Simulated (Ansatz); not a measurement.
# Pt(111) with 4 thermally displaced layers, 2x2: scattering by thermal displacements

Wanted: the phonon-limited resistivity of Pt at 300 K by the Landauer route. The measured value for the pure metal at this temperature is 10.8 µΩ cm (CRC Handbook of Chemistry and Physics, 84th ed., 2003, Electrical Resistivity of Pure Metals).

Program: Ansatz 0.2.0. Level of theory: Ansatz plane-wave DFT, PBE, PAW files; ballistic transport by layer matching (Landauer), zero bias; PAW set soft_1. Results are calculated unless marked as measured.

### 1. Starting point

The cell holds 40 atoms: 40 Pt. Cell: a = 5.546 Å, b = 5.546 Å, c = 22.699 Å, α = 93.5°, β = 86.5°, γ = 120.0°. It derives from Pt. Regions: lead, 24 atoms (24 Pt); scattering region, 16 atoms (16 Pt). The structure is stacked along c, and the current runs across the ab planes.

### 2. With 4 displaced layers

Each atom of 4 layers is moved at random, by amounts drawn from a normal law 0.0629 Å wide in each direction from the Debye model (240 K) at 300 K. The layers about the cell's end stay perfect and serve as the lead. Disorder leaves little or no symmetry, which makes such runs dear. Energies from -0.05 to 0.05 eV in steps of 0.05 eV are too few for the program's thermal sum, so it prints no conductance; for a metal the transmission near the Fermi level serves, at a fraction of the cost.

input.yaml

```yaml
crystal:
  lattice:
    - [5.5462627489, 0.0, 0.0]
    - [-2.7731313745, 4.8032044366, 0.0]
    - [1.3865656872, -0.8005340728, 22.6425228571]
  atoms:
    - { symbol: Pt, position: [0.9916666667, 0.0083333333, 0.05] }
    - { symbol: Pt, position: [0.9916666667, 0.5083333333, 0.05] }
    - { symbol: Pt, position: [0.4916666667, 0.0083333333, 0.05] }
    - { symbol: Pt, position: [0.4916666667, 0.5083333333, 0.05] }
    - { symbol: Pt, position: [0.1416666667, 0.3583333333, 0.15] }
    - { symbol: Pt, position: [0.1416666667, 0.8583333333, 0.15] }
    - { symbol: Pt, position: [0.6416666667, 0.3583333333, 0.15] }
    - { symbol: Pt, position: [0.6416666667, 0.8583333333, 0.15] }
    - { symbol: Pt, position: [0.2916666667, 0.2083333333, 0.25] }
    - { symbol: Pt, position: [0.2916666667, 0.7083333333, 0.25] }
    - { symbol: Pt, position: [0.7916666667, 0.2083333333, 0.25] }
    - { symbol: Pt, position: [0.7916666667, 0.7083333333, 0.25] }
    - { symbol: Pt, position: [0.9419309885, 0.0569003355, 0.3517784968] }
    - { symbol: Pt, position: [0.9391823086, 0.5514881296, 0.3510041738] }
    - { symbol: Pt, position: [0.4629754881, 0.0704060592, 0.3480456799] }
    - { symbol: Pt, position: [0.4232213269, 0.5501930373, 0.350114765] }
    - { symbol: Pt, position: [0.0644515643, 0.4048924203, 0.4465400215] }
    - { symbol: Pt, position: [0.0799486008, 0.9010619211, 0.4491216132] }
    - { symbol: Pt, position: [0.6032168357, 0.4219216144, 0.4496430506] }
    - { symbol: Pt, position: [0.6026419139, 0.8997878176, 0.4509761671] }
    - { symbol: Pt, position: [0.2528690984, 0.2592199445, 0.5479352526] }
    - { symbol: Pt, position: [0.2281187512, 0.7524430596, 0.5506114967] }
    - { symbol: Pt, position: [0.7289248071, 0.2555212733, 0.5495578214] }
    - { symbol: Pt, position: [0.749039004, 0.7613079656, 0.5509868939] }
    - { symbol: Pt, position: [0.883042737, 0.1069993914, 0.6521771526] }
    - { symbol: Pt, position: [0.8996561242, 0.5925513399, 0.6542042682] }
    - { symbol: Pt, position: [0.4119170582, 0.1186840552, 0.6507344111] }
    - { symbol: Pt, position: [0.3967439606, 0.6283278988, 0.6554437692] }
    - { symbol: Pt, position: [0.0416666667, 0.4583333333, 0.75] }
    - { symbol: Pt, position: [0.0416666667, 0.9583333333, 0.75] }
    - { symbol: Pt, position: [0.5416666667, 0.4583333333, 0.75] }
    - { symbol: Pt, position: [0.5416666667, 0.9583333333, 0.75] }
    - { symbol: Pt, position: [0.1916666667, 0.3083333333, 0.85] }
    - { symbol: Pt, position: [0.1916666667, 0.8083333333, 0.85] }
    - { symbol: Pt, position: [0.6916666667, 0.3083333333, 0.85] }
    - { symbol: Pt, position: [0.6916666667, 0.8083333333, 0.85] }
    - { symbol: Pt, position: [0.8416666667, 0.1583333333, 0.95] }
    - { symbol: Pt, position: [0.8416666667, 0.6583333333, 0.95] }
    - { symbol: Pt, position: [0.3416666667, 0.1583333333, 0.95] }
    - { symbol: Pt, position: [0.3416666667, 0.6583333333, 0.95] }
kpoints:
  mp_grid: { grid: [5, 5, 1] }
hamiltonian:
  xc: pbe
  pseudopotentials: { kind: paw, azcp: { folder: soft_1 } }
scf:
  occupations: { method: fermi_dirac, width: 0.1 }
output:
  transmission:
    leads: [[0, 4]]
    kmesh: [10, 10]
    e_range: [-0.05, 0.05]
    de: 0.05
  write_potential: true
  write_density: true
  volumetric_format: npy
  elf: true
```

On the command line:

```
> ansatz run input.yaml --threads 4 --pin off --max-ram 15360MiB --backend cpu --events-out ev --progress --plain --runs-dir out
```

Numbers of over 12 decimals in the logs are rounded to 6 here.

The log of the run:

```text
Engine: ansatz 0.2.0, x86_64-unknown-linux-gnu
Pseudopotentials: kind: paw
Pseudopotential: Pt, paw, valence charge 18, recommended cutoff 420 eV (normal), soft_1/Pt.paw.azcp
Functional definition: PBE
  parameter kappa = 0.804
  parameter beta = 0.066725
  exchange = pbe_x(kappa = kappa, mu = beta*pi^2/3)
  correlation = pbe_c(beta = beta)
Crystal: 40 atoms, lattice volume = 603.193 Å³
Basis set: ecut = 420 eV, 11827 PW (Γ)
Bands: 432, of which v1, the nominal top of the filled ones, is band 360 counted from 1 (359 counted from 0)
Symmetry: 1 space group operations
Space group: P1 (ITA 1), of the structure as read, at distance tolerance 8.4e-5 Å
k-points: 13 of 25 (time reversal used)
Non-local potential: Pt, projectors of the file, l = 0: 3, l = 1: 2, l = 2: 2, l = 3: 1
PAW form: soft (Blöchl's): semilocal exchange-correlation on the pseudo side does not see the compensation charge
PAW one-centre angular grid: Pt, 590 points (default); XC on 64 Gauss nodes
Initial density: superposition of atomic densities (chi_scale 0.1, normalization cell)
Initial wavefunctions: pseudopotential atomic-orbital guess
Functional: x = pbe(κ = 0.804, μ = 0.219515), c = pbe(β = 0.066725)
SCF iter   1: F=—  HF=-501000.239197 eV  |F-HF|=—  |Δ(HF+E_count)|=         —  Δρ=8.56e-2  dr2=4.21e1  ethr=3.10e-3  ⟨swp⟩=4.7  Hψ=16663  notcnv=0  defer=219
preconditioner: auto → Kerker (q_TF=auto, 2.810 Å⁻¹)  [metal: Δε(μ)=0.006 eV  Ē_g=8.541 eV  σ=0.100 eV  W_gap=0.02  n_scr=246 (ndim 8)  ℏωp=30.2 eV  f_vac=0.000  D(μ)=69.25/eV (n_scr^D=924)]
SCF iter   2: F=—  HF=-500990.416798 eV  |F-HF|=—  |Δ(HF+E_count)|=    9.82e0  Δρ=4.53e-2  dr2=1.15e1  ethr=3.10e-3  ⟨swp⟩=2.9  Hψ=9428  notcnv=0  defer=480
SCF iter   3: F=—  HF=-500987.117611 eV  |F-HF|=—  |Δ(HF+E_count)|=    3.30e0  Δρ=6.51e-3  dr2=1.28e-1  ethr=1.60e-3  ⟨swp⟩=2.2  Hψ=8107  notcnv=0  defer=480
SCF iter   4: F=—  HF=-500987.133439 eV  |F-HF|=—  |Δ(HF+E_count)|=   1.58e-2  Δρ=1.08e-3  dr2=7.87e-3  ethr=1.78e-5  ⟨swp⟩=2.8  Hψ=9190  notcnv=0  defer=480
SCF iter   5: F=—  HF=-500987.133699 eV  |F-HF|=—  |Δ(HF+E_count)|=   2.60e-4  Δρ=3.52e-4  dr2=6.91e-4  ethr=1.09e-6  ⟨swp⟩=2.3  Hψ=7638  notcnv=0  defer=480
SCF iter   6: F=—  HF=-500987.133694 eV  |F-HF|=—  |Δ(HF+E_count)|=   5.22e-6  Δρ=5.57e-5  dr2=2.47e-5  ethr=9.59e-8  ⟨swp⟩=2.9  Hψ=10729  notcnv=0  defer=480
SCF iter   7: F=—  HF=-500987.132503 eV  |F-HF|=—  |Δ(HF+E_count)|=   1.19e-3  Δρ=1.27e-5  dr2=3.30e-6  ethr=3.43e-9  ⟨swp⟩=1.0  Hψ=5112  notcnv=0  defer=480
SCF iter   8: F=—  HF=-500987.132503 eV  |F-HF|=—  |Δ(HF+E_count)|=   4.66e-8  Δρ=2.99e-6  dr2=2.09e-7  ethr=4.59e-10  ⟨swp⟩=1.0  Hψ=5112  notcnv=0  defer=480
SCF iter   9: F=-500987.132503 eV  HF=-500987.132503 eV  |F-HF|=1.49e-8  |Δ(HF+E_count)|=   9.66e-9  Δρ=9.74e-7  dr2=1.73e-8  ethr=1.39e-11  ⟨swp⟩=8.2  Hψ=17477  notcnv=0
SCF 1 converged in 9 iterations: F = -500987.132503 eV  dr2 = 1.73e-8
  greatest PAW one-centre occupation: 1.000 electrons in one spin orbital (limit 2), on the Pt atom at site 13 (counted from 0), in its partial waves of l = 0
transmission: 220 of 2184 steps passed
transmission: 440 of 2184 steps passed
[...]
transmission: 2184 of 2184 steps passed
SCF converged after 9 iterations
Free energy (F): -500987.132503 eV
Harris-Foulkes:  -500987.132503 eV  (|F-HF|=1.49e-8)
Internal energy: -500984.893565 eV  (E = F + TS)
E sigma→0 (E₀):  -500986.013034 eV
Entropy (-TS):   -2.238938 eV (-55.973 meV/atom)
Fermi energy:    23.434680 eV
--- Per-component energies (eV) ---
  E_band       = -5139.445783
  E_kinetic    = 23904.616480
  E_local      = -57240.869327  (includes V_loc(G=0)·N_el)
  E_nonlocal   = 8156.343250
  E_hartree    = 21808.499176
  E_xc         = -9306.006105
  E_vxc        = -10873.240171  (∫ρ·V_xc dr)
  E_paw        = -379356.871541  (= ΣΔE_a)
  E_vpaw       = -12703.353457  (= ΣTr[D̂ρ^β])
  E_aug_tail   = 0.044495  (compensation charges beyond the density's cutoff)
  E_ewald      = -108950.649993
  E_smearing   = -2.238938  (= −TS)
  E_closure    = -0.000000  (closes the sum)
  Σ components = -500987.132503   (vs F -500987.132503, Δ=0.00e0)
--- Band table (eV; the first three rows and the last of 13) ---
  k-point 0: bands = [... 356 lower, 23.5865, 23.6210, 23.6304, 23.6510, 23.6653, 23.6766, 23.6950, 23.7257, ... 68 higher]
  k-point 1: bands = [... 356 lower, 23.3979, 23.4036, 23.4319, 23.4502, 23.4622, 23.4705, 23.5216, 23.6064, ... 68 higher]
  k-point 2: bands = [... 356 lower, 23.3357, 23.3648, 23.4084, 23.4598, 23.5182, 23.5366, 23.5421, 23.5573, ... 68 higher]
  k-point 12: bands = [... 356 lower, 23.2874, 23.3399, 23.4409, 23.4522, 23.4747, 23.5014, 23.5173, 23.5311, ... 68 higher]
--- Transmission ---
  basis      : 241 plane waves across, 42 finite elements along
  points     : 52, standing for a mesh of 10 x 10
  energies   : 3 from -0.050000 to 0.050000 eV about the Fermi level, 0.050000 eV apart; the leads are filled to 0.000000 eV, and channels, transmission and decay are at 0.000000 eV
  crystal 0  : Pt4, at the sites [0, 4], period 2.2643 Å, over 13.59 Å; its Hamiltonian steps by up to 11.5 meV
    offset         : up to 0.0000 Å between an atom of the period and one for which it stands
    channels       : 6.890000e0 a spin
    conductance    : none, the energies end too early or step too widely for 300 K: set another output.transmission.e_range or a lower de, or, where they end at an eighth of basis.ecutwfc, a higher one
  junction   : crystal 0 to crystal 0, 0.70 to 21.08 Å
    transmission   : 5.870992e0 a spin
    conductance    : none, the energies end too early or step too widely for 300 K: set another output.transmission.e_range or a lower de, or, where they end at an eighth of basis.ecutwfc, a higher one
```

Run time: 8.7 min. Hardware: 4 threads of Intel Xeon Platinum 8259CL at 2.50GHz (Skylake/Cascade Lake), shared host; peak memory 5.8 GiB; 32 min of CPU time.

The column dr2 measures how far the density is from self-consistency, as an energy; F and HF (Harris–Foulkes) agree once it is small.

This step gave:

- free energy: -500987.1325 eV
- energy at zero smearing: -500986.0130 eV
- Fermi energy: 23.43 eV
- cell area: 26.64 Å²
- transmission per spin nearest the Fermi level: 5.871
- open channels per spin nearest the Fermi level: 6.89
- step of the lead's potential: 11.5 meV

Per spin. The transmission, zone mean by energy, zero at the Fermi level:

| energy (eV) | transmission, zone mean |
| --- | --- |
| -0.0500 | 6.13 |
| 0.0000 | 5.87 |
| 0.0500 | 5.53 |

Per spin. The open channels, zone mean, lead by energy, zero at the Fermi level:

| energy (eV) | open channels, zone mean, lead |
| --- | --- |
| -0.0500 | 7.16 |
| 0.0000 | 6.89 |
| 0.0500 | 6.21 |

Transmission over k1 and k2. At 0.0000 eV from the Fermi level.

Ten even steps from '_' (2.97) to '@' (8.21):
```
@@%%++++++%%@@..__..
::==%%++++%%++--____
--++++%%..@@++++--..
@@++++..++**..++==@@
@@%%%%%%**..**%%%%%%
@@@@==++..**++..++++
--..--++++@@..%%++++
::____--++%%++++%%==
@@..__..@@%%++++++%%
%%@@--==@@@@@@==--@@
```
Columns: k1 (b1) from -0.5 to 0.4; rows upwards: k2 (b2) from -0.5 to 0.4.

Open channels over k1 and k2. At 0.0000 eV from the Fermi level.

Values, 10 rows by 10 columns:
```
10.0  8.0  6.0  6.0  6.0  8.0 10.0  4.0  3.0  4.0
 6.0  6.0  8.0  7.0  7.0  8.0  6.0  6.0  3.0  3.0
 6.0  6.0  7.0  9.0  4.0  9.0  7.0  6.0  6.0  4.0
10.0  6.0  7.0  4.0  9.0  9.0  4.0  7.0  6.0 10.0
10.0  8.0  8.0  9.0  9.0  5.0  9.0  9.0  8.0  8.0
10.0 10.0  6.0  7.0  4.0  9.0  9.0  4.0  7.0  6.0
 6.0  4.0  6.0  6.0  7.0  9.0  4.0  9.0  7.0  6.0
 6.0  3.0  3.0  6.0  6.0  8.0  7.0  7.0  8.0  6.0
10.0  4.0  3.0  4.0 10.0  8.0  6.0  6.0  6.0  8.0
10.0 10.0  6.0  6.0 10.0 10.0 10.0  6.0  6.0 10.0
```
Columns: k1 (b1) from -0.5 to 0.4; rows upwards: k2 (b2) from -0.5 to 0.4.

Valence density in the ca plane at fractional y = 0.119, with atoms of Pt within 0.2 Å of it. It is the smooth field of the valence electrons, not physical close to the nuclei.

Values in units of 1e0 e/Å³, 8 rows by 16 columns, each cell a mean:
```
0.4 0.3 0.9 0.4 4.8 3.3 0.3 0.3 0.2 0.3 0.9 8.4 2.2 0.3 0.2 0.3
0.3 0.8 5.1 1.0 0.8 0.6 0.4 0.4 0.5 0.9 0.6 5.0 1.5 0.4 0.3 0.2
0.4 0.6 3.8 0.9 0.9 0.5 0.4 0.5 1.0 2.8 0.4 0.6 0.4 1.3 0.8 0.6
0.4 0.2 0.5 0.5 5.7 2.6 0.3 0.3 0.5 1.1 0.6 2.9 0.7 1.1 0.7 0.6
0.4 0.3 0.9 0.5 5.1 2.6 0.2 0.2 0.2 0.3 1.1 8.9 2.2 0.3 0.2 0.3
0.3 0.8 5.1 1.0 0.7 0.4 0.3 0.3 0.6 1.1 0.6 3.7 1.0 0.4 0.3 0.2
0.4 0.6 3.8 0.9 0.6 0.4 0.4 0.5 1.1 2.5 0.3 0.4 0.3 1.3 0.8 0.6
0.4 0.2 0.5 0.4 4.2 2.6 0.3 0.3 0.4 0.7 0.4 1.7 0.5 1.1 0.7 0.6
```
Columns run along c (16.0 Å, from fractional 0.15 to 0.85 of the cell), rows up along a (5.5 Å). Atoms in or near the plane, at fractional coordinates: Pt at (0.65, 0.88), Pt at (0.65, 0.41).

ELF in the ca plane at fractional y = 0.119, with atoms of Pt within 0.2 Å of it. It is the smooth field of the valence electrons, not physical close to the nuclei.

Ten even steps from '0' (0.13) to '9' (0.59), each cell a mean:
```
22111222223799962222100012222489984222221112
22212465322478852222210012222499984222210012
22223798632245422223211233222489984222210012
22224899842223211133222356532246653223321122
22223799732233211123223478842223322246642223
22212465433467521122222368742223322257643334
22111122223799842222211245432357642235542224
22100122224899952222100122222489973223321122
22211343223789842222100022222599984222210012
22223687533356531222211123222489983222210002
22223799842223211122222355432357752222221012
22223799842222211233223477742223322234432223
32222687532233321233223468742122221257643224
22211243223478742222222355432223322246643234
22100122223799952222210122222367753224432223
```
Columns run along c (16.0 Å, from fractional 0.15 to 0.85 of the cell), rows up along a (5.5 Å). Atoms in or near the plane, at fractional coordinates: Pt at (0.65, 0.88), Pt at (0.65, 0.41).

Electrostatic potential energy in the ca plane at fractional y = 0.119, with atoms of Pt within 0.2 Å of it. With pseudopotentials it is smooth inside the atoms' cores, unlike the true potential.

Ten even steps from '0' (-43 eV) to '9' (26 eV), each cell a mean:
```
99999999998400058999999999999610027999999999
99999756799621369999999999999610016999999999
99998411489876789999999988899730027999999999
99997300379999999988899864689974468998899999
99998411489988999988899742479998899985579998
99999855788644699999999842479998899974468987
99999999998300279999999976789864479986579987
99999999997200169999999999999610038998899998
99999878898400279999999999999500017999999999
99998633689754689999999998999720027999999999
99997300379998999999999865789863368999999999
99998300379999999988899742489998899987789998
99999633589987899988899742489999999974479987
99999987899732489999999975789998899975479987
89999999998400159999999998999853369987789998
```
Columns run along c (16.0 Å, from fractional 0.15 to 0.85 of the cell; values clipped at the 3rd and 97th percentile), rows up along a (5.5 Å). Atoms in or near the plane, at fractional coordinates: Pt at (0.65, 0.88), Pt at (0.65, 0.41).

Over the solved energies the transmission per spin lies between 5.53 and 6.13, out of 6.75 channels of the lead on average (up to 7.16).

[end of part 1 of 2]

[Logs are printed without paths, hosts, clocks, repeated set-up lines and the standing remarks that a program may print on its own settings, such as how far it seeks lower states.]

[Hosts, paths, dates, database ids (printed as entryN), source tags and the programs' standing remarks are cut or masked in the printed files.]
